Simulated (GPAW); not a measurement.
# Work function of Li/Al(100) at several levels

Wanted: work functions and dipole of Li/Al(100), with the cost of each level.

Program: GPAW 26.7.0. Level of theory: GPAW, PAW setups; slab in vacuum, relaxation, in the first sound run; inputs show where later runs differ. Results are calculated unless marked as measured.

This is a report of a sequence of runs, with most program output left out.

**1. Set-up**

The cell holds 5 atoms: 4 Al and 1 Li. Cell: a = 2.864 Å, b = 2.864 Å, c = 26.263 Å, α = 90.0°, β = 90.0°, γ = 90.0°. Vacuum lies along c.

**2. Relaxing the atoms**

Forces are removed first; all later runs use this geometry. The lowest 2 atoms are held at bulk positions and keep their forces.

run.py

```python
import json
import numpy as np
from ase import Atoms
from ase.constraints import FixAtoms
from ase.optimize import BFGS
from gpaw import GPAW, PW

slab = Atoms(
    ['Al', 'Al', 'Al', 'Al', 'Li'],
    positions=[
        [1.43189, 1.43189, 9.00000],
        [0.00000, 0.00000, 11.02500],
        [1.43189, 1.43189, 13.05000],
        [0.00000, 0.00000, 15.07500],
        [1.43189, 0.00000, 17.26253]],
    cell=[[2.86378, 0.0, 0.0], [0.0, 2.86378, 0.0], [0.0, 0.0, 26.26253]],
    pbc=[True, True, False])

slab.calc = GPAW(mode=PW(400), xc='PBE', kpts={'size': (11, 11, 1), 'gamma': True},
                 occupations={'name': 'fermi-dirac', 'width': 0.1}, nbands='300%',
                 convergence={'density': 1e-05}, maxiter=200,
                 poissonsolver={'dipolelayer': 'xy'},
                 symmetry={'tolerance': 1e-3, 'extra_ids': [1, 1, 0, 0, 0]}, txt='slab.txt')
result = {}
slab.set_constraint(FixAtoms([0, 1]))
path = []
opt = BFGS(slab, maxstep=0.2)
opt.attach(lambda: path.append((slab.get_potential_energy(), slab.positions.tolist(), slab.get_forces().tolist())))
result['relaxed'] = bool(opt.run(fmax=0.03, steps=40))
result['path'] = path
energy = slab.get_potential_energy()
fermi = slab.calc.get_fermi_level()
v = slab.calc.get_electrostatic_potential().mean((0, 1)) - fermi
n = slab.calc.get_pseudo_density().mean((0, 1))
L = slab.cell[2, 2]
z = np.arange(len(v)) * L / len(v)
low, high = slab.positions[:, 2].min(), slab.positions[:, 2].max()
below, above = np.interp([low - 6.8, high + 6.8], z, v)
slopes = [np.interp(x, z, np.gradient(v, z)) for x in (low - 6.8, high + 6.8)]
eps = np.array([[slab.calc.get_eigenvalues(k, s) for k in range(len(slab.calc.get_ibz_k_points()))]
                for s in range(slab.calc.get_number_of_spins())]) - fermi
top, bottom = eps[eps < 0].max(), eps[eps > 0].min()
dipole = slab.get_dipole_moment()[2]
print(f'energy {energy:.4f} eV, Fermi level {fermi:.4f} eV, dipole {dipole:.5f} e A')
print(f'potential 6.8 A off the faces, from the Fermi level: lower {below:.4f} eV, upper {above:.4f} eV')
print(f'slope of the potential there: lower {slopes[0]:.5f}, upper {slopes[1]:.5f} eV/A')
print(f'nearest levels on the mesh: {top:.4f} and {bottom:.4f} eV')
print('magnetic moment', round(slab.get_magnetic_moment(), 3))
result.update(energy=energy, fermi=fermi, dipole=dipole, below=below, above=above, slopes=slopes, edges=[top, bottom],
              z=z.tolist(), v=v.tolist(), n=n.tolist(), positions=slab.positions.tolist(),
              forces=slab.get_forces(apply_constraint=False).tolist(), moments=slab.get_magnetic_moments().tolist())
json.dump(result, open('result.json', 'w'))
```

Launch:

```console
> OMP_NUM_THREADS=1 OPENBLAS_NUM_THREADS=1 python run.py
```

The job ended after 21 min (1 thread of Arm Neoverse N1, shared host; peak memory 0.24 GiB).

Relaxation path:

| step | energy less that of the first step (eV) | largest force (eV/Å) |
| --- | --- | --- |
| 1 | 0.0000 | 0.3740 |
| 2 | -0.0030 | 0.3499 |
| 3 | -0.0196 | 0.1202 |
| 4 | -0.0204 | 0.1233 |
| 5 | -0.0218 | 0.1545 |
| 6 | -0.0236 | 0.1557 |
| 7 | -0.0252 | 0.1171 |
| 8 | -0.0262 | 0.0949 |
| 9 | -0.0267 | 0.1125 |
| 10 | -0.0272 | 0.1165 |
| 11 | -0.0284 | 0.1099 |
| 12 | -0.0302 | 0.0844 |
| 13 | -0.0321 | 0.0673 |
| 14 | -0.0329 | 0.0312 |
| 15 | -0.0330 | 0.0061 |

The atoms that moved most (Å):

| atom | dx | dy | dz | length |
| --- | --- | --- | --- | --- |
| Li5 | 0.000 | 0.000 | 0.223 | 0.223 |
| Al4 | 0.000 | 0.000 | 0.055 | 0.055 |
| Al3 | 0.000 | 0.000 | 0.030 | 0.030 |

The relaxed structure:

```xyz
5
Lattice="2.8638 0.0000 0.0000 0.0000 2.8638 0.0000 0.0000 0.0000 26.2625" Properties=species:S:1:pos:R:3
Al    1.4319    1.4319    9.0000
Al    0.0000    0.0000   11.0250
Al    1.4319    1.4319   13.0802
Al    0.0000    0.0000   15.1305
Li    1.4319    0.0000   17.4855
```

This step gave:

```
dipole along the normal                    : 0.02753 e·Å
levels nearest the Fermi level on the mesh : -0.02155, 0.001897 eV from the Fermi level
upper work function                        : 3.725 eV
lower work function                        : 4.333 eV
```

The electrostatic potential energy of an electron (without an applied field's), less the Fermi level, planar mean by z:

z (Å), electrostatic potential energy of an electron (without an applied field's), less the Fermi level, planar mean (eV) and a bar from the least value:
```
      0.0        4.0 #############################
      0.5        4.3 ##############################
      1.0        4.3 ##############################
      1.5        4.3 ##############################
      2.0        4.3 ##############################
      2.5        4.3 ##############################
      3.0        4.3 ##############################
      3.5        4.3 ##############################
      4.0        4.3 ##############################
      4.5        4.3 ##############################
      5.0        4.3 ##############################
      5.5        4.3 ##############################
      6.0        4.3 ##############################
      6.5        4.2 ##############################
      7.0        4.0 #############################
      7.5        3.2 ############################
      8.0        0.6 ########################
      8.5       -6.1 ############
      9.0      -13.2 
      9.5       -6.6 ###########
     10.0       -2.1 ###################
     10.5       -6.2 ############
     11.0      -13.4 
     11.5       -7.0 ###########
     12.0       -1.8 ####################
     12.5       -5.2 ##############
     13.0      -13.1 
     13.5       -8.1 #########
     14.0       -2.1 ###################
     14.5       -4.5 ###############
     15.0      -12.6 #
     15.5       -8.6 ########
     16.0       -0.8 #####################
     16.5        1.3 #########################
     17.0       -0.8 #####################
     17.5       -3.6 #################
     18.0       -1.3 #####################
     18.5        1.3 #########################
     19.0        2.7 ###########################
     19.5        3.3 ############################
     20.0        3.6 #############################
     20.5        3.7 #############################
     21.0        3.7 #############################
     21.5        3.7 #############################
     22.0        3.7 #############################
     22.5        3.7 #############################
     23.0        3.7 #############################
     23.5        3.7 #############################
     24.0        3.7 #############################
     24.5        3.7 #############################
     25.0        3.7 #############################
     25.5        3.7 #############################
     26.0        3.8 #############################
```

The pseudo valence density, planar mean oscillates, so the rows of the table below give means over windows of 1 Å about each position, cut where the curve ends. Its maxima inside the range that stand out by 2 % of the span (Å: e/Å³): 8.6: 0.162, 10.3: 0.199, 12.4: 0.197, 14.5: 0.197, 15.5: 0.166, 17.9: 0.0411. Its minima: 9.0: 0.129, 11.1: 0.137, 13.0: 0.130, 15.1: 0.123, 17.4: 0.0321.

Table of pseudo valence density, planar mean by z; means over each step:

z (Å), pseudo valence density, planar mean (e/Å³) and a bar:
```
        4      0.000 
        5      0.000 
        6      0.001 
        7      0.015 ##
        8      0.095 ###############
        9      0.154 ########################
       10      0.197 ##############################
       11      0.162 #########################
       12      0.194 ##############################
       13      0.162 #########################
       14      0.194 ##############################
       15      0.157 ########################
       16      0.135 #####################
       17      0.063 ##########
       18      0.035 #####
       19      0.016 ##
       20      0.004 #
       21      0.001 
       22      0.000 
       23      0.000
```

The relaxation lowered the energy of the cell by 0.0330 eV (energies extrapolated to zero smearing; the optimiser's log prints free energies). The largest force left on a free atom is 0.0061 eV/Å.

**3. Plane waves, PBE**

The work function is the vacuum plateau of the electrostatic potential less the Fermi level; a dipole layer lets the two faces have plateaus of their own.

This step: GPAW, PAW setups; slab in vacuum (GPAW 26.7.0).

Edit run.py of step 2 so:

```diff
@@ -3,4 +3,2 @@
 from ase import Atoms
-from ase.constraints import FixAtoms
-from ase.optimize import BFGS
 from gpaw import GPAW, PW
@@ -12,5 +10,5 @@
         [0.00000, 0.00000, 11.02500],
-        [1.43189, 1.43189, 13.05000],
-        [0.00000, 0.00000, 15.07500],
-        [1.43189, 0.00000, 17.26253]],
+        [1.43189, 1.43189, 13.08023],
+        [0.00000, 0.00000, 15.13047],
+        [1.43189, 0.00000, 17.48545]],
     cell=[[2.86378, 0.0, 0.0], [0.0, 2.86378, 0.0], [0.0, 0.0, 26.26253]],
@@ -22,10 +20,4 @@
                  poissonsolver={'dipolelayer': 'xy'},
-                 symmetry={'tolerance': 1e-3, 'extra_ids': [1, 1, 0, 0, 0]}, txt='slab.txt')
+                 symmetry={'tolerance': 1e-3}, txt='slab.txt')
 result = {}
-slab.set_constraint(FixAtoms([0, 1]))
-path = []
-opt = BFGS(slab, maxstep=0.2)
-opt.attach(lambda: path.append((slab.get_potential_energy(), slab.positions.tolist(), slab.get_forces().tolist())))
-result['relaxed'] = bool(opt.run(fmax=0.03, steps=40))
-result['path'] = path
 energy = slab.get_potential_energy()
```

It took 1.9 min on 1 thread; peak memory 0.23 GiB.

This step gave:

```yaml
dipole_along_the_normal: 0.02750 e·Å
levels_nearest_the_fermi_level_on_the_mesh: -0.02155, 0.001893 eV from the Fermi level
```

The electrostatic potential energy of an electron (without an applied field's), less the Fermi level, planar mean oscillates, so the rows of the table below give means over windows of 2.1 Å about each position, cut where the curve ends. Its maxima inside the range that stand out by 2 % of the span (Å: eV): 10.0: -2.04, 12.1: -1.76, 14.1: -1.84, 16.5: 1.35. Its minima: 9.0: -13.3, 11.0: -13.5, 13.1: -13.4, 15.1: -13.4, 17.5: -3.63.

Table of electrostatic potential energy of an electron (without an applied field's), less the Fermi level, planar mean by z; means over each step:

| z (Å) | electrostatic potential energy of an electron (without an applied field's), less the Fermi level, planar mean (eV) |
| --- | --- |
| 1.05 | 4.31 |
| 3.15 | 4.33 |
| 5.25 | 4.32 |
| 7.35 | 2.47 |
| 9.45 | -6.93 |
| 11.55 | -6.95 |
| 13.65 | -7.01 |
| 15.75 | -5.03 |
| 17.85 | -0.858 |
| 19.95 | 3.40 |
| 22.05 | 3.72 |
| 24.15 | 3.73 |

The pseudo valence density, planar mean by z:

| z (Å) | pseudo valence density, planar mean (e/Å³) |
| --- | --- |
| 4.5 | 1.9e-5 |
| 5.0 | 7.0e-5 |
| 5.5 | 2.6e-4 |
| 6.0 | 9.5e-4 |
| 6.5 | 0.00331 |
| 7.0 | 0.0117 |
| 7.5 | 0.0368 |
| 8.0 | 0.0924 |
| 8.5 | 0.156 |
| 9.0 | 0.131 |
| 9.5 | 0.194 |
| 10.0 | 0.196 |
| 10.5 | 0.198 |
| 11.0 | 0.137 |
| 11.5 | 0.188 |
| 12.0 | 0.194 |
| 12.5 | 0.195 |
| 13.0 | 0.134 |
| 13.5 | 0.184 |
| 14.0 | 0.194 |
| 14.5 | 0.197 |
| 15.0 | 0.141 |
| 15.5 | 0.160 |
| 16.0 | 0.139 |
| 16.5 | 0.0933 |
| 17.0 | 0.0651 |
| 17.5 | 0.0325 |
| 18.0 | 0.0400 |
| 18.5 | 0.0267 |
| 19.0 | 0.0158 |
| 19.5 | 0.00785 |
| 20.0 | 0.00340 |
| 20.5 | 0.00137 |
| 21.0 | 5.2e-4 |
| 21.5 | 1.9e-4 |
| 22.0 | 7.0e-5 |
| 22.5 | 2.5e-5 |
| 23.0 | 8.5e-6 |

Force by atom:

| atom | x (eV/Å) | y (eV/Å) | z (eV/Å) | size |
| --- | --- | --- | --- | --- |
| Al1 | 0.000 | 0.000 | -0.157 | 0.157 |
| Al2 | 0.000 | 0.000 | 0.162 | 0.162 |
| Al3 | 0.000 | 0.000 | -0.002 | 0.002 |
| Al4 | 0.000 | 0.000 | -0.006 | 0.006 |
| Li5 | 0.000 | 0.000 | 0.003 | 0.003 |

The potential is flat to 5.7e-5 eV/Å where it is read, so the vacuum is wide enough.

**4. Self-consistent run: xc = "revPBE"**

The same geometry under revPBE, to see how far the functional moves the levels against the vacuum.

Edit run.py of step 3 so:

```diff
@@ -16,3 +16,3 @@
 
-slab.calc = GPAW(mode=PW(400), xc='PBE', kpts={'size': (11, 11, 1), 'gamma': True},
+slab.calc = GPAW(mode=PW(400), xc='revPBE', kpts={'size': (11, 11, 1), 'gamma': True},
                  occupations={'name': 'fermi-dirac', 'width': 0.1}, nbands='300%',
```

Wall time 1.9 min (1 thread); peak memory 0.23 GiB.

This step gave:

```yaml
dipole_along_the_normal: 0.02690 e·Å
levels_nearest_the_fermi_level_on_the_mesh: -0.02167, 5.43e-4 eV from the Fermi level
upper_work_function: 3.675 eV
lower_work_function: 4.269 eV
```

The electrostatic potential energy of an electron (without an applied field's), less the Fermi level, planar mean oscillates, so the rows of the table below give means over windows of 2.1 Å about each position, cut where the curve ends. Its maxima inside the range that stand out by 2 % of the span (Å: eV): 10.0: -2.11, 12.1: -1.83, 14.1: -1.91, 16.5: 1.29. Its minima: 9.0: -13.3, 11.0: -13.6, 13.1: -13.5, 15.1: -13.5, 17.5: -3.71.

The electrostatic potential energy of an electron (without an applied field's), less the Fermi level, planar mean by z; means over each step:

| z (Å) | electrostatic potential energy of an electron (without an applied field's), less the Fermi level, planar mean (eV) |
| --- | --- |
| 1.05 | 4.24 |
| 3.15 | 4.27 |
| 5.25 | 4.26 |
| 7.35 | 2.42 |
| 9.45 | -7.01 |
| 11.55 | -7.03 |
| 13.65 | -7.09 |
| 15.75 | -5.11 |
| 17.85 | -0.927 |
| 19.95 | 3.35 |
| 22.05 | 3.67 |
| 24.15 | 3.68 |

The pseudo valence density, planar mean oscillates, so the rows of the table below give means over windows of 1 Å about each position, cut where the curve ends. Its maxima inside the range that stand out by 2 % of the span (Å: e/Å³): 8.6: 0.161, 10.3: 0.199, 12.4: 0.198, 14.5: 0.197, 15.5: 0.165, 17.9: 0.0408. Its minima: 9.0: 0.129, 11.1: 0.136, 13.0: 0.130, 15.1: 0.123, 17.4: 0.0321.

The pseudo valence density, planar mean by z; means over each step:

| z (Å) | pseudo valence density, planar mean (e/Å³) |
| --- | --- |
| 4 | 7.2e-6 |
| 5 | 9.4e-5 |
| 6 | 0.00119 |
| 7 | 0.0147 |
| 8 | 0.0954 |
| 9 | 0.154 |
| 10 | 0.197 |
| 11 | 0.162 |
| 12 | 0.194 |
| 13 | 0.161 |
| 14 | 0.194 |
| 15 | 0.157 |
| 16 | 0.135 |
| 17 | 0.0627 |
| 18 | 0.0352 |
| 19 | 0.0165 |
| 20 | 0.00383 |
| 21 | 6.0e-4 |
| 22 | 8.4e-5 |
| 23 | 1.1e-5 |

Force by atom:

| atom | x (eV/Å) | y (eV/Å) | z (eV/Å) | size |
| --- | --- | --- | --- | --- |
| Al1 | 0.000 | 0.000 | -0.214 | 0.214 |
| Al2 | 0.000 | 0.000 | 0.162 | 0.162 |
| Al3 | 0.000 | 0.000 | 0.000 | 0.000 |
| Al4 | 0.000 | 0.000 | -0.008 | 0.008 |
| Li5 | 0.000 | 0.000 | 0.061 | 0.061 |

The upper face's work function is 3.675 eV, against 3.725 eV in the first plane-wave PBE run at this geometry.

**5. Self-consistent run: xc = "vdW-DF2"**

The same geometry under vdW-DF2, to see how far the functional moves the levels against the vacuum (the van der Waals functionals take revPBE setups).

Edit run.py of step 4 so:

```diff
@@ -16,3 +16,3 @@
 
-slab.calc = GPAW(mode=PW(400), xc='revPBE', kpts={'size': (11, 11, 1), 'gamma': True},
+slab.calc = GPAW(mode=PW(400), xc='vdW-DF2', kpts={'size': (11, 11, 1), 'gamma': True},
                  occupations={'name': 'fermi-dirac', 'width': 0.1}, nbands='300%',
```

The job ended after 4.6 min (1 thread; peak memory 0.36 GiB).

Numbers from this step:

```yaml
dipole_along_the_normal: 0.02819 e·Å
levels_nearest_the_fermi_level_on_the_mesh: -0.02625, 0.01666 eV from the Fermi level
upper_work_function: 3.874 eV
lower_work_function: 4.497 eV
```

The upper face's work function is 3.874 eV, against 3.725 eV in the first plane-wave PBE run at this geometry.

**6. Self-consistent run: xc = "RPBE"**

The same geometry under RPBE, to see how far the functional moves the levels against the vacuum.

Edit run.py of step 5 so:

```diff
@@ -16,3 +16,3 @@
 
-slab.calc = GPAW(mode=PW(400), xc='vdW-DF2', kpts={'size': (11, 11, 1), 'gamma': True},
+slab.calc = GPAW(mode=PW(400), xc='RPBE', kpts={'size': (11, 11, 1), 'gamma': True},
                  occupations={'name': 'fermi-dirac', 'width': 0.1}, nbands='300%',
```

Run time: 1.9 min. Hardware: 1 thread; peak memory 0.23 GiB.

This step gave:

```
dipole along the normal                    : 0.02666 e·Å
levels nearest the Fermi level on the mesh : -0.02116, 2.47e-4 eV from the Fermi level
upper work function                        : 3.680 eV
lower work function                        : 4.269 eV
```

The upper face's work function is 3.680 eV, against 3.725 eV in the first plane-wave PBE run at this geometry.

**7. OptPBE vdW: xc = "optPBE-vdW"**

The same geometry under optPBE-vdW, to see how far the functional moves the levels against the vacuum (the van der Waals functionals take revPBE setups).

Edit run.py of step 6 so:

```diff
@@ -16,3 +16,3 @@
 
-slab.calc = GPAW(mode=PW(400), xc='RPBE', kpts={'size': (11, 11, 1), 'gamma': True},
+slab.calc = GPAW(mode=PW(400), xc='optPBE-vdW', kpts={'size': (11, 11, 1), 'gamma': True},
                  occupations={'name': 'fermi-dirac', 'width': 0.1}, nbands='300%',
```

The job ended after 2.3 min (1 thread; peak memory 0.36 GiB).

Numbers from this step:

```
dipole along the normal                    : 0.02891 e·Å
levels nearest the Fermi level on the mesh : -0.009508, 0.005012 eV from the Fermi level
upper work function                        : 3.820 eV
lower work function                        : 4.458 eV
```

The upper face's work function is 3.820 eV, against 3.725 eV in the first plane-wave PBE run at this geometry.

**8. Self-consistent run: xc = "LDA"**

The same geometry under LDA, to see how far the functional moves the levels against the vacuum.

Edit run.py of step 7 so:

```diff
@@ -16,3 +16,3 @@
 
-slab.calc = GPAW(mode=PW(400), xc='optPBE-vdW', kpts={'size': (11, 11, 1), 'gamma': True},
+slab.calc = GPAW(mode=PW(400), xc='LDA', kpts={'size': (11, 11, 1), 'gamma': True},
                  occupations={'name': 'fermi-dirac', 'width': 0.1}, nbands='300%',
```

Run time: 1.9 min. Hardware: 1 thread; peak memory 0.23 GiB.

This step gave:

```yaml
dipole_along_the_normal: 0.03046 e·Å
levels_nearest_the_fermi_level_on_the_mesh: -0.02429, 3.34e-4 eV from the Fermi level
upper_work_function: 3.807 eV
lower_work_function: 4.480 eV
```

The upper face's work function is 3.807 eV, against 3.725 eV in the first plane-wave PBE run at this geometry.

[end of part 1 of 2]

[Logs are printed without paths, hosts, clocks, repeated set-up lines and the standing remarks that a program may print on its own settings, such as how far it seeks lower states.]

[Hosts, paths, dates, database ids (printed as entryN), source tags and the programs' standing remarks are cut or masked in the printed files.]
